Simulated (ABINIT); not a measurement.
# A GW chain in ABINIT: MgO (Fm-3m)

Wanted: ground state, empty states, screening and self-energy for MgO (Fm-3m).

Calculated with ABINIT 10.8.3; PBE and many-body steps on it, plane waves.

**What was measured.**

- Gap 7.83 eV: direct gap at Gamma, low temperature; bulk crystal (literature value) (quoted in “The Band-Gap Studies of Short-Period CdO/MgO Superlattices”, 2021, pmc:8035356).

- Gap 7.83 eV: literature experimental gap; bulk crystal (quoted in “Electronic structure of alkaline earth and post-transition metal oxides”, 2009, arxiv:0908.1581).

**1. Set-up**

It takes space group Fm-3m (No. 225, cubic). Conventional cell: a = 4.194 Å, b = 4.194 Å, c = 4.194 Å, α = 90.00°, β = 90.00°, γ = 90.00°. Nearest to Mg lie 6 O at 2.10 Å. O has 6 Mg at 2.10 Å nearest. Farther neighbours and most contacts between anions are not listed.

The cell and positions are those that the Materials Project relaxed with its own functionals (PBE, PBE+U or r2SCAN), kept fixed.

**2. Ground state**

This step: ABINIT 10.8.3; DFT, PBE, plane waves, norm-conserving pseudopotentials.

The ground-state density comes first.

The input, run.abi:

```
acell 3*1.0 Angstrom
rprim 
  -0.000000000000 2.097001392700 2.097001392700
  2.097001392700 0.000000000000 2.097001392700
  2.097001392700 2.097001392700 0.000000000000
ntypat 2
znucl 12 8
natom 2
typat 1 2
xred 
  0.000000000000 0.000000000000 0.000000000000
  0.500000000000 0.500000000000 0.500000000000
pp_dirpath "pseudos"
pseudos "Mg.upf, O.upf"
ecut 38
ngkpt 8 8 8
nshiftk 1
shiftk 0 0 0
kptopt 1
chksymbreak 0
nband 13
occopt 1
tolvrs 1e-10
nstep 60
prtwf 0
optforces 0
optstress 0
indata_prefix "in"
outdata_prefix "out"
tmpdata_prefix "tmp"
```

On the command line:

```bash
$ OMP_NUM_THREADS=1 mpirun -n 4 abinit run.abi > log
```

Numbers of over 12 decimals in the logs are rounded to 6 here.

Log:

```text
.Version 10.8.3 of ABINIT. v10.8.2 released Aug 2026.

 Symmetries : space group Fm -3 m (#225); Bravais cF (face-center cubic)
================================================================================
 Values of the parameters that define the memory need of the present run
     intxc =       0    ionmov =       0      iscf =       7    lmnmax =       5
     lnmax =       5     mgfft =      32  mpssoang =       3    mqgrid =    3001
     natom =       2  nloc_mem =       1    nspden =       1   nspinor =       1
    nsppol =       1      nsym =      48    n1xccc =    2501    ntypat =       2
    occopt =       1   xclevel =       2
-    mband =          13        mffmem =           1         mkmem =           8
       mpw =        1410          nfft =       32768          nkpt =          29
================================================================================
  Rough estimation (10% accuracy) of disk space for files :
================================================================================

--------------------------------------------------------------------------------
------------- Echo of variables that govern the present computation ------------
--------------------------------------------------------------------------------
 -outvars: echo values of preprocessed input variables --------
            acell      1.8897261259E+00  1.8897261259E+00  1.8897261259E+00 Bohr

      chksymbreak           0
             ecut      3.80000000E+01 Hartree
-          fftalg         312

              ixc     -101130
              kpt      0.00000000E+00  0.00000000E+00  0.00000000E+00
                       1.25000000E-01  0.00000000E+00  0.00000000E+00
                       2.50000000E-01  0.00000000E+00  0.00000000E+00
                       3.75000000E-01  0.00000000E+00  0.00000000E+00
                       5.00000000E-01  0.00000000E+00  0.00000000E+00
                       1.25000000E-01  1.25000000E-01  0.00000000E+00
                       2.50000000E-01  1.25000000E-01  0.00000000E+00
                       3.75000000E-01  1.25000000E-01  0.00000000E+00
                       5.00000000E-01  1.25000000E-01  0.00000000E+00
   [... 18 further rows ...]
                      -3.75000000E-01  5.00000000E-01  1.25000000E-01
                      -2.50000000E-01  5.00000000E-01  2.50000000E-01
         kptrlatt        8    0    0      0    8    0      0    0    8
          kptrlen      4.48334925E+01
P           mkmem           8
            natom           2
            nband          13
            ngfft          32      32      32
             nkpt          29
            nstep          60
             nsym          48
           ntypat           2
              occ      2.000000  2.000000  2.000000  2.000000  2.000000  2.000000
                       2.000000  2.000000  0.000000  0.000000  0.000000  0.000000
                       0.000000
        optforces           0
        optstress           0
            prtwf           0
            rprim     -0.0000000000E+00  2.0970013927E+00  2.0970013927E+00
[...]
spgroup         225

           tolvrs      1.00000000E-10

             xred      0.0000000000E+00  0.0000000000E+00  0.0000000000E+00
[...]
znucl       12.00000    8.00000

================================================================================

 chkinp: Checking input parameters for consistency.

================================================================================
== DATASET  1 ==================================================================
-   mpi_nproc: 4, omp_nthreads: 1 (-1 if OMP is not activated)

--- !DatasetInfo
iteration_state: {dtset: 1, }
dimensions: {natom: 2, nkpt: 29, mband: 13, nsppol: 1, nspinor: 1, nspden: 1, mpw: 1410, }
cutoff_energies: {ecut:  38.0, pawecutdg:  -1.0, }
electrons: {nelect:   1.60000000E+01, charge:   0.00000000E+00, occopt:   1.00000000E+00, tsmear:   1.00000000E-02, }

 Real(R)+Recip(G) space primitive vectors, cartesian coordinates (Bohr,Bohr^-1):
 R(1)=  0.0000000  3.9627583  3.9627583  G(1)= -0.1261747  0.1261747  0.1261747
 R(2)=  3.9627583  0.0000000  3.9627583  G(2)=  0.1261747 -0.1261747  0.1261747
 R(3)=  3.9627583  3.9627583  0.0000000  G(3)=  0.1261747  0.1261747 -0.1261747
 Unit cell volume ucvol=  1.2445798E+02 bohr^3
 Angles (23,13,12)=  6.00000000E+01  6.00000000E+01  6.00000000E+01 degrees

 getcut: wavevector=  0.0000  0.0000  0.0000  ngfft=  32  32  32
         ecut(hartree)=     38.000   => boxcut(ratio)=   2.05769

--- Pseudopotential description ------------------------------------------------
- Mg Generated using ONCVPSP code by D. R. Hamann
- 12.00000  10.00000  171031                  znucl, zion, pspdat
12 -101130 1 -1 1510                          pspcod,pspxc,lmax,lloc,mmax
     nproj     2     2     0
  pspatm : epsatm=    9.22893308
         --- l  ekb(1:nproj) -->
[...]
pspatm: atomic psp has been read  and splines computed

- O Generated using ONCVPSP code by D. R. Hamann
-  8.00000   6.00000  171031                  znucl, zion, pspdat
12 -101130 2 -1 936                           pspcod,pspxc,lmax,lloc,mmax
     nproj     2     2     1
  pspatm : epsatm=    6.19545534
         --- l  ekb(1:nproj) -->
[...]
1   -4.717130   -1.149271
             2   -1.331955
 pspatm: atomic psp has been read  and splines computed

   2.46790215E+02                                ecore*ucvol(ha*bohr**3)
--------------------------------------------------------------------------------

_setup2: Arith. and geom. avg. npw (full set) are    1393.920    1393.901

================================================================================

--- !BeginCycle
iteration_state: {dtset: 1, }
solver: {iscf: 7, nstep: 60, nline: 4, wfoptalg: 0, }
tolerances: {tolvrs: 1.00E-10, }

     iter   Etot(hartree)      deltaE(h)  residm     vres2
 ETOT  1  -75.935065408622    -7.594E+01 9.238E-02 3.759E+02
 ETOT  2  -75.948061304470    -1.300E-02 1.782E-03 3.414E+02
 ETOT  3  -76.049589092583    -1.015E-01 3.706E-03 3.355E+00
 ETOT  4  -76.050443848706    -8.548E-04 6.433E-04 6.727E-03
 ETOT  5  -76.050444348284    -4.996E-07 3.028E-04 2.929E-04
 ETOT  6  -76.050444431526    -8.324E-08 1.825E-04 1.734E-05
 ETOT  7  -76.050444434780    -3.254E-09 9.311E-05 2.500E-07
 ETOT  8  -76.050444434798    -1.785E-11 6.468E-05 1.722E-08
 ETOT  9  -76.050444434803    -5.514E-12 3.138E-05 4.688E-11

 At SCF step    9       vres2   =  4.69E-11 < tolvrs=  1.00E-10 =>converged.

--- !ResultsGS
iteration_state: {dtset: 1, }
comment   : Summary of ground state results
lattice_vectors:
- [ -0.0000000,   3.9627583,   3.9627583, ]
- [  3.9627583,   0.0000000,   3.9627583, ]
- [  3.9627583,   3.9627583,   0.0000000, ]
lattice_lengths: [   5.60419,    5.60419,    5.60419, ]
lattice_angles: [ 60.000,  60.000,  60.000, ] # degrees, (23, 13, 12)
lattice_volume:   1.2445798E+02
convergence: {deltae: -5.514E-12, res2:  4.688E-11, residm:  3.138E-05, diffor:  0.000E+00, }
etotal    :  -7.60504444E+01
entropy   :   0.00000000E+00
fermie    :   1.77897150E-01
cartesian_stress_tensor: null
pressure_GPa: null
xred      :
- [  0.0000E+00,   0.0000E+00,   0.0000E+00, Mg]
- [  5.0000E-01,   5.0000E-01,   5.0000E-01,  O]
cartesian_forces: null
force_length_stats: {min: null, max: null, mean: null, }

 Integrated electronic density in atomic spheres:
 ------------------------------------------------
 Atom  Sphere_radius  Integrated_density
    1        2.00000          8.40527242
    2        2.00000          6.31969377
================================================================================

 ----iterations are completed or convergence reached----

 Mean square residual over all n,k,spin=   88.198E-09; max=  31.375E-06
 reduced coordinates (array xred) for    2 atoms
       0.000000000000      0.000000000000      0.000000000000
       0.500000000000      0.500000000000      0.500000000000
 rms dE/dt=  0.0000E+00; max dE/dt=  0.0000E+00; dE/dt below (all hartree)
    1       0.000000000000      0.000000000000      0.000000000000
    2       0.000000000000      0.000000000000      0.000000000000

 cartesian coordinates (angstrom) at end:
    1      0.000000     0.000000     0.000000
    2      2.097001     2.097001     2.097001
 length scales=  1.889726125908  1.889726125908  1.889726125908 bohr
              =  1.000000000000  1.000000000000  1.000000000000 angstroms
 prteigrs : about to open file out_EIG
 Fermi (or HOMO) energy (hartree) =   0.17790   Average Vxc (hartree)=  -0.42142
 Eigenvalues (hartree) for nkpt=  29  k points:
 kpt#   1, nband= 13, wtk=  0.00195, kpt=  0.0000  0.0000  0.0000 (reduced coord)
  -2.47971   -1.25783   -1.25783   -1.25783   -0.45613    0.17790    0.17790    0.17790
   0.35778    0.76721    0.76721    0.76721    0.90692
 prteigrs : prtvol=0 or 1, do not print more k-points.

--- !EnergyTerms
iteration_state     : {dtset: 1, }
comment             : Components of total free energy in Hartree
kinetic             :  4.53474650730970E+01
hartree             :  2.06541409295772E+01
xc                  : -1.22547802114040E+01
Ewald energy        : -4.75873828125848E+01
psp_core            :  1.98291994737388E+00
local_psp           : -6.34768462250543E+01
non_local_psp       : -2.07159611358079E+01
total_energy        : -7.60504444348030E+01
total_energy_eV     : -2.06943801769394E+03
band_energy         : -1.27012741502449E+01

== END DATASET(S) ==============================================================
================================================================================

 -outvars: echo values of variables after computation  --------
           etotal     -7.6050444435E+01
            nband          13
             nkpt          29
          spgroup         225
 [... the other variables as echoed above ...]

 Calculation completed.
```

It took 9.4 s on 4 MPI ranks of AMD EPYC 7571, shared host; peak memory 0.29 GiB.

Numbers from this step:

```
total energy               : -2069.4380 eV
gap                        : 4.895 eV
k of the valence top       : 0, 0, 0
k of the conduction bottom : 0, 0, 0
least direct gap           : 4.895 eV
```

The gap is direct, at Γ.

[end of part 1 of 3]

[Paths, hosts, dates, memory and timing lines, banners, echoed tables and standing remarks are left out of the program output.]

[Logs are printed without paths, hosts, clocks, repeated set-up lines and the standing remarks that a program may print on its own settings, such as how far it seeks lower states.]

[Runs of the session that timed out or met a known fault of the program may be left out.]

[No measured gap is set beside runs whose start may be inverted or whose files or cutoffs have a known fault.]

[Hosts, paths, dates, database ids (printed as entryN), source tags and the programs' standing remarks are cut or masked in the printed files.]

[G0W0 gaps are taken among the corrected bands and points alone; a level outside them can change the order at an edge.]

[Where Ansatz stands beside ABINIT at settings called matched, ABINIT's density can come from a denser mesh and the files from another edition; pairs whose starting gaps differed by over 0.03 eV were left out, so agreement reads better than it is.]
